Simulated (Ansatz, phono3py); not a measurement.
# Heat carried by phonons in NaCl (Fm-3m), part 3 of 3

How well does the lattice of NaCl conduct heat?

Measurements to reproduce:
- thermal conductivity 7.1 W/m/K near room temperature (given in “Combining the AFLOW GIBBS and Elastic Libraries to efficiently and robustly screen thermo-mechanical properties of solids”, 2017, arXiv:1611.05714)
- thermal conductivity 7.1 W/m/K near room temperature (given in “Predicting the lattice thermal conductivity of solids by solving the Boltzmann transport equation: AFLOW - AAPL an automated, accurate and efficient framework”, 2017, arXiv:1611.05481)

Ansatz 0.2.0; DFT PBEsol, scalar-relativistic, plane waves, PAW; PAW set soft_1.

So far, κ at 300 K (relaxation time) (W/m/K): step 6 (a cheap rung, third order supercell 2×2×2, atoms in the …) 12.3. Also highest frequency (cm⁻¹): step 6 255. The relaxed cell has a = 5.602 Å (conventional setting).

The database entry behind the starting cell differs from later determinations by our own check (an axis about 0.4 % short against later determinations), so it need not match the best structure at ambient conditions.

## 7. Third-order constants on small settings, third order supercell 3×3×3, atoms in the supercell 54

A small supercell and a short cutoff cost little, and show how far such settings carry.

Contents of input.yaml:

```yaml
crystal:
  lattice:
    - [0.0, 2.800917063, 2.800917063]
    - [2.800917063, 0.0, 2.800917063]
    - [2.800917063, 2.800917063, 0.0]
  atoms:
    - { symbol: Na, position: [0.0, 0.0, 0.0] }
    - { symbol: Cl, position: [0.5, 0.5, 0.5] }
kpoints:
  mp_grid: { grid: [6, 6, 6] }
hamiltonian:
  xc: pbesol
  pseudopotentials: { kind: paw, azcp: { folder: soft_1 }, xc_functional: pbe }
scf:
  occupations: { method: fixed }
  lower_state_search: "off"
output:
  eigenvalues: true
phonons:
  method: fd
  dielectric: true
  qmesh: [6, 6, 6]
  temperatures: { t_max: 1000, t_step: 50 }
  qpath:
    path:
      - [[0.0, 0.0, 0.0], [0.5, 0.0, 0.5], [0.625, 0.25, 0.625]]
      - [[0.375, 0.375, 0.75], [0.0, 0.0, 0.0], [0.5, 0.5, 0.5], [0.5, 0.25, 0.75], [0.5, 0.0, 0.5]]
    npoints: 10
  third_order: { supercell: [3, 3, 3], pair_cutoff: 2.951 }
  lattice_thermal_conductivity:
    qmesh: [19, 19, 19]
    temperatures: [100.0, 150.0, 200.0, 300.0, 400.0, 500.0, 600.0, 800.0]
    isotope_mass_variance:
      - { species: Cl, variance: 0.0005827 }
      - { species: Na, variance: 0.0 }
```

Started as:

```bash
> ansatz run input.yaml --threads 8 --pin off --max-ram 19456MiB --backend cpu --events-out ev --progress --plain --runs-dir out
```

Numbers of over 12 decimals in the logs are rounded to 6 here.

The program printed:

```text
[...]
Crystal: 12 atoms, lattice volume = 263.683 Å³
Basis set: ecut = 420 eV, 5123 PW (Γ), FFT grids on a1, −a1+a2+a3, −a1+a3, exchange–correlation on 54×144×96 points (8 copies of the dense FFT grid, shifted against one another)
Bands: 60, of which v1, the nominal top of the filled ones, is band 48 counted from 1 (47 counted from 0)
Symmetry: 24 space group operations
k-points: 16 of 36
[...]
SCF iter   1: F=—  HF=-15241.726394 eV  |F-HF|=—  |Δ(HF+E_count)|=         —  Δρ=4.82e-8  dr2=3.55e-12  ethr=1.00e-12  ⟨swp⟩=3.0  Hψ=2437  notcnv=0
[...]
SCF iter   2: F=-15241.726394 eV  HF=-15241.726394 eV  |F-HF|=1.82e-12  |Δ(HF+E_count)|=  3.64e-12  Δρ=1.81e-8  dr2=2.63e-13  ethr=1.00e-12  ⟨swp⟩=3.0  Hψ=2105  notcnv=0
SCF 1 converged in 2 iterations: F = -15241.726394 eV  dr2 = 2.63e-13
[...]
Crystal: 2 atoms, lattice volume = 43.947 Å³
Basis set: ecut = 420 eV, 869 PW (Γ), exchange–correlation on 54×54×54 points (8 copies of the dense FFT grid, shifted against one another)
Bands: 12, of which v1, the nominal top of the filled ones, is band 8 counted from 1 (7 counted from 0)
Symmetry: 48 space group operations
k-points: 30 of 216 (irreducible under 8 space group operations, time reversal used)
[...]
SCF iter   4: F=-2540.287732 eV  HF=-2540.287732 eV  |F-HF|=3.05e-11  |Δ(HF+E_count)|=  4.82e-11  Δρ=4.61e-7  dr2=3.17e-11  ethr=1.00e-12  ⟨swp⟩=6.0  Hψ=1464  notcnv=0
SCF 2 converged in 4 iterations: F = -2540.287732 eV  dr2 = 3.17e-11
[...]
Symmetry: 2 space group operations
k-points: 16 of 36 (time reversal used)
[...]
SCF iter   7: F=-15241.726387 eV  HF=-15241.726387 eV  |F-HF|=1.82e-12  |Δ(HF+E_count)|=  5.46e-12  Δρ=1.61e-8  dr2=7.89e-13  ethr=1.00e-12  ⟨swp⟩=6.3  Hψ=4013  notcnv=0
SCF 3 converged in 7 iterations: F = -15241.726387 eV  dr2 = 7.89e-13
[...]
Symmetry: 1 space group operations
k-points: 20 of 36 (time reversal used)
[...]
SCF iter   7: F=-15241.726387 eV  HF=-15241.726387 eV  |F-HF|=7.28e-12  |Δ(HF+E_count)|=  1.82e-12  Δρ=1.27e-8  dr2=4.13e-13  ethr=1.00e-12  ⟨swp⟩=6.0  Hψ=4950  notcnv=0
SCF 4 converged in 7 iterations: F = -15241.726387 eV  dr2 = 4.13e-13
[...]
SCF iter   6: F=-15241.726386 eV  HF=-15241.726386 eV  |F-HF|=0.00e0  |Δ(HF+E_count)|=  6.91e-11  Δρ=5.03e-8  dr2=6.02e-12  ethr=1.00e-12  ⟨swp⟩=6.8  Hψ=4335  notcnv=0
SCF 5 converged in 6 iterations: F = -15241.726386 eV  dr2 = 6.02e-12
[...]
SCF iter   6: F=-15241.726387 eV  HF=-15241.726387 eV  |F-HF|=7.28e-12  |Δ(HF+E_count)|=  6.73e-11  Δρ=4.56e-8  dr2=5.80e-12  ethr=1.00e-12  ⟨swp⟩=6.2  Hψ=5399  notcnv=0
SCF 6 converged in 6 iterations: F = -15241.726387 eV  dr2 = 5.80e-12
[...]
Basis set: ecut = 420 eV, 5161 PW (Γ), FFT grids on a1, a2, −3a1−3a2+a3, exchange–correlation on 54×80×160 points (8 copies of the dense FFT grid, shifted against one another)
SCF iter   1: F=—  HF=-15241.726393 eV  |F-HF|=—  |Δ(HF+E_count)|=         —  Δρ=6.14e-8  dr2=5.66e-12  ethr=1.00e-12  ⟨swp⟩=4.2  Hψ=2939  notcnv=0
[...]
SCF iter   2: F=-15241.726393 eV  HF=-15241.726393 eV  |F-HF|=0.00e0  |Δ(HF+E_count)|=  3.64e-12  Δρ=2.32e-8  dr2=4.39e-13  ethr=1.00e-12  ⟨swp⟩=3.0  Hψ=2148  notcnv=0
SCF 7 converged in 2 iterations: F = -15241.726393 eV  dr2 = 4.39e-13
[...]
SCF iter   7: F=-15241.726387 eV  HF=-15241.726387 eV  |F-HF|=1.82e-12  |Δ(HF+E_count)|=    0.00e0  Δρ=1.81e-8  dr2=7.83e-13  ethr=1.00e-12  ⟨swp⟩=6.0  Hψ=4991  notcnv=0
SCF 8 converged in 7 iterations: F = -15241.726387 eV  dr2 = 7.83e-13
[...]
SCF 9 converged in 7 iterations: F = -15241.726386 eV  dr2 = 1.32e-12
Basis set: ecut = 420 eV, 5167 PW (Γ), FFT grids on a1, a1+a2, 2a1+a3, exchange–correlation on 96×96×96 points (8 copies of the dense FFT grid, shifted against one another)
k-points: 15 of 36
SCF iter   1: F=—  HF=-15241.726394 eV  |F-HF|=—  |Δ(HF+E_count)|=         —  Δρ=4.81e-8  dr2=3.52e-12  ethr=1.00e-12  ⟨swp⟩=3.0  Hψ=2236  notcnv=0
[...]
SCF iter   2: F=-15241.726394 eV  HF=-15241.726394 eV  |F-HF|=0.00e0  |Δ(HF+E_count)|=  3.64e-12  Δρ=1.81e-8  dr2=2.62e-13  ethr=1.00e-12  ⟨swp⟩=3.0  Hψ=1976  notcnv=0
SCF 10 converged in 2 iterations: F = -15241.726394 eV  dr2 = 2.62e-13
[...]
SCF iter   1: F=—  HF=-15241.726412 eV  |F-HF|=—  |Δ(HF+E_count)|=         —  Δρ=1.19e-4  dr2=2.56e-5  ethr=6.22e-9  ⟨swp⟩=3.0  Hψ=4558  notcnv=0  defer=51
[...]
SCF iter   7: F=-68587.766715 eV  HF=-68587.766715 eV  |F-HF|=1.46e-11  |Δ(HF+E_count)|=   1.15e-9  Δρ=9.28e-8  dr2=1.14e-10  ethr=1.00e-12  ⟨swp⟩=4.5  Hψ=6433  notcnv=0
SCF 70 converged in 7 iterations: F = -68587.766715 eV  dr2 = 1.14e-10
[...]
SCF iter   7: F=-68587.767257 eV  HF=-68587.767257 eV  |F-HF|=1.46e-11  |Δ(HF+E_count)|=   1.46e-9  Δρ=1.00e-7  dr2=1.29e-10  ethr=1.00e-12  ⟨swp⟩=4.0  Hψ=3262  notcnv=0
SCF 71 converged in 7 iterations: F = -68587.767257 eV  dr2 = 1.29e-10
[...]
SCF iter   7: F=-68587.766720 eV  HF=-68587.766720 eV  |F-HF|=1.46e-11  |Δ(HF+E_count)|=   1.37e-9  Δρ=8.90e-8  dr2=1.04e-10  ethr=1.00e-12  ⟨swp⟩=4.3  Hψ=4844  notcnv=0
SCF 72 converged in 7 iterations: F = -68587.766720 eV  dr2 = 1.04e-10
[...]
SCF iter   7: F=-68587.766048 eV  HF=-68587.766048 eV  |F-HF|=4.37e-11  |Δ(HF+E_count)|=   1.19e-9  Δρ=7.54e-8  dr2=7.37e-11  ethr=1.00e-12  ⟨swp⟩=4.2  Hψ=3151  notcnv=0
SCF 73 converged in 7 iterations: F = -68587.766048 eV  dr2 = 7.37e-11
[...]
SCF iter   7: F=-68587.767256 eV  HF=-68587.767256 eV  |F-HF|=1.46e-11  |Δ(HF+E_count)|=   1.51e-9  Δρ=9.80e-8  dr2=1.23e-10  ethr=1.00e-12  ⟨swp⟩=4.0  Hψ=3578  notcnv=0
SCF 74 converged in 7 iterations: F = -68587.767256 eV  dr2 = 1.23e-10
[...]
SCF iter   7: F=-68587.766713 eV  HF=-68587.766713 eV  |F-HF|=1.46e-11  |Δ(HF+E_count)|=   1.46e-9  Δρ=8.82e-8  dr2=1.01e-10  ethr=1.00e-12  ⟨swp⟩=4.0  Hψ=5280  notcnv=0
SCF 75 converged in 7 iterations: F = -68587.766713 eV  dr2 = 1.01e-10
[...]
SCF iter   7: F=-68587.766286 eV  HF=-68587.766286 eV  |F-HF|=4.37e-11  |Δ(HF+E_count)|=   1.32e-9  Δρ=7.64e-8  dr2=7.32e-11  ethr=1.00e-12  ⟨swp⟩=4.2  Hψ=3299  notcnv=0
SCF 76 converged in 7 iterations: F = -68587.766286 eV  dr2 = 7.32e-11
SCF converged after 2 iterations
Free energy (F): -15241.726394 eV
[...]
Internal energy: -15241.726394 eV  (E = F + TS)
E sigma→0 (E₀):  -15241.726394 eV
Fermi energy:    1.143543 eV
[...]
--- Band table (eV; the first three rows and the last of 16) ---
  k-point 0: bands = [... 44 lower, 0.9299, 1.1435, 1.1435, 1.1435, 6.1563, 8.0695, 8.0695, 8.6124, ... 8 higher]
  k-point 1: bands = [... 44 lower, 0.9299, 0.9698, 0.9698, 1.0126, 7.2705, 8.0127, 8.0695, 8.7293, ... 8 higher]
  k-point 2: bands = [... 44 lower, 1.0699, 1.0699, 1.0699, 1.0699, 6.9907, 6.9907, 8.2402, 8.2402, ... 8 higher]
  k-point 15: bands = [... 44 lower, 0.6946, 0.6946, 0.7703, 0.7703, 8.8770, 8.8770, 9.4660, 9.4660, ... 8 higher]
--- Phonons: 38 displaced members + 10 references (amplitude of the first 0.0025 Å, Σ member SCF iterations 249) ---
  ASR residual: 9.124e-4 → 0.000e0 eV/Å²; symmetrization residual: 1.948e-4 eV/Å²
  largest component of a force at the reference: 2.0e-28 eV/Å
  ASR residual per site (eV/Å²): 9.12e-4 2.17e-4
  Γ frequencies (cm⁻¹): 0.00 0.00 0.00 166.30 166.30 166.30
[...]
ε∞ (high-frequency dielectric tensor):
        2.563473    -0.000000    -0.000000
       -0.000000     2.563473    -0.000000
        0.000000     0.000000     2.563473
[...]
Born effective charges Z* (e; rows j = field, columns β = displacement):
    site 0:
         1.09161    0.00000   -0.00000
         0.00000    1.09161    0.00000
         0.00000   -0.00000    1.09161
    site 1:
        -1.09161   -0.00000    0.00000
         0.00000   -1.09161   -0.00000
         0.00000    0.00000   -1.09161
  Z* charge neutrality: 8.737e-6 e pre-enforcement
[...]
optical modes at Γ without the LO–TO term, one row a degenerate level:
      ω (cm⁻¹)  modes    IR ((D/Å)²/amu)
        166.30      3             5.9140
  optical modes at Γ + LO–TO along q̂ = [1.0000, 0.0000, 0.0000]:
      ω (cm⁻¹)  modes    IR ((D/Å)²/amu)
        166.30      2             3.9426
        254.90      1             1.9713
  optical modes at Γ + LO–TO along q̂ = [0.0000, 1.0000, 0.0000]:
      ω (cm⁻¹)  modes    IR ((D/Å)²/amu)
        166.30      2             3.9426
        254.90      1             1.9713
  optical modes at Γ + LO–TO along q̂ = [0.0000, 0.0000, 1.0000]:
      ω (cm⁻¹)  modes    IR ((D/Å)²/amu)
        166.30      2             3.9426
        254.90      1             1.9713
--- Phonons (by wavevector): 16 wavevectors in 10 supercells ---
  supercell 1 (6 cells, vectors [1, 0, 0], [0, 3, -3], [0, 0, 2] in multiples of the cell's): 4 displaced members by 0.0025 Å; free energy -15241.726394 eV; taken off its force constants: by the sum rule 4.6e-4, by the symmetrisation 8.0e-5 eV/Å²
[...]
q = [0.0000, 0.0000, 0.0000] (star 1, supercell 1; hermiticity 8.79e-17, symmetrization 2.55e-5): -0.00 0.00 0.00 166.30 166.30 166.30
[...]
joined force constants: q→R imaginary residual 1.13e-18
[...]
38 force-constant blocks with the first atom in the home cell, fitted with 6 parameters over 4 symmetry orbits; no atom triplet left out
[...]
100.00           29.5224         31.4555           9          converged          4.835e-1
      150.00           19.7158         21.1474          10          converged          4.649e-1
      200.00           14.9729         16.1157          10          converged          4.548e-1
      300.00           10.2010         11.0171          10          converged          4.442e-1
      400.00            7.7772          8.4123          10          converged          4.387e-1
      500.00            6.3061          6.8260          10          converged          4.353e-1
      600.00            5.3179          5.7580          10          converged          4.331e-1
      800.00            4.0746          4.4114          10          converged          4.302e-1
```

Elapsed: 7.6 min, on 8 threads of Arm Neoverse V1, shared host; peak memory 9 GiB.

This step gave:

```
zero-point energy                          : 0.05292 eV/cell
κ at 300 K (relaxation time)               : 10.2 W/m/K
κ at 300 K (full solution)                 : 11.02 W/m/K
mean free path at half of κ                : 21.3 nm
share of κ above the three lowest branches : 0.093
largest relative sum-rule correction       : 0.03306
```

W/m/K. Kappa, by row:

```csv
T (K),RTA xx,RTA yy,RTA zz,full xx,full yy,full zz,coherence part xx,coherence part yy,coherence part zz,ending,iterations,least Ritz value
100,29.52,29.52,29.52,31.46,31.46,31.46,0.0442,0.0442,0.0442,converged,9,0.483
150,19.72,19.72,19.72,21.15,21.15,21.15,0.06831,0.06831,0.06831,converged,10,0.465
200,14.97,14.97,14.97,16.12,16.12,16.12,0.08454,0.08454,0.08454,converged,10,0.455
300,10.2,10.2,10.2,11.02,11.02,11.02,0.1068,0.1068,0.1068,converged,10,0.444
400,7.777,7.777,7.777,8.412,8.412,8.412,0.1238,0.1238,0.1238,converged,10,0.439
500,6.306,6.306,6.306,6.826,6.826,6.826,0.1384,0.1384,0.1384,converged,10,0.435
600,5.318,5.318,5.318,5.758,5.758,5.758,0.1512,0.1512,0.1512,converged,10,0.433
800,4.075,4.075,4.075,4.411,4.411,4.411,0.1726,0.1726,0.1726,converged,10,0.43
```

This rung gives 10.2 W/(m K) at 300 K by relaxation time, but with 54 atoms, 1 neighbour distance inside the cutoff and a 19×19×19 mesh it is a test, not the conductivity of the crystal.

## 8. The ladder

Ladder, by row:

```csv
cells or q mesh,k mesh,pair cutoff,atoms in the supercell,q-mesh of the transport sums,κ at 300 K (relaxation time) (W/m/K),κ at 300 K (full solution) (W/m/K),core-minutes
2x2x2,6x6x6,2.951,16,11×11×11,12.26,12.78,8.5
6x6x6,6x6x6,2.951,54,19×19×19,10.2,11.02,57.4
```

## 9. Outcome

| Property | Result |
| --- | --- |
| conductivity | not obtained on sound settings |

**Reading.** No conductivity was obtained: no run with a large enough supercell and cutoff finished.

[Logs are printed without paths, hosts, clocks, repeated set-up lines and the standing remarks that a program may print on its own settings, such as how far it seeks lower states.]

[Hosts, paths, dates, database ids (printed as entryN), source tags and the programs' standing remarks are cut or masked in the printed files.]

[A step with changed settings may run another functional than the one named; its input shows which.]
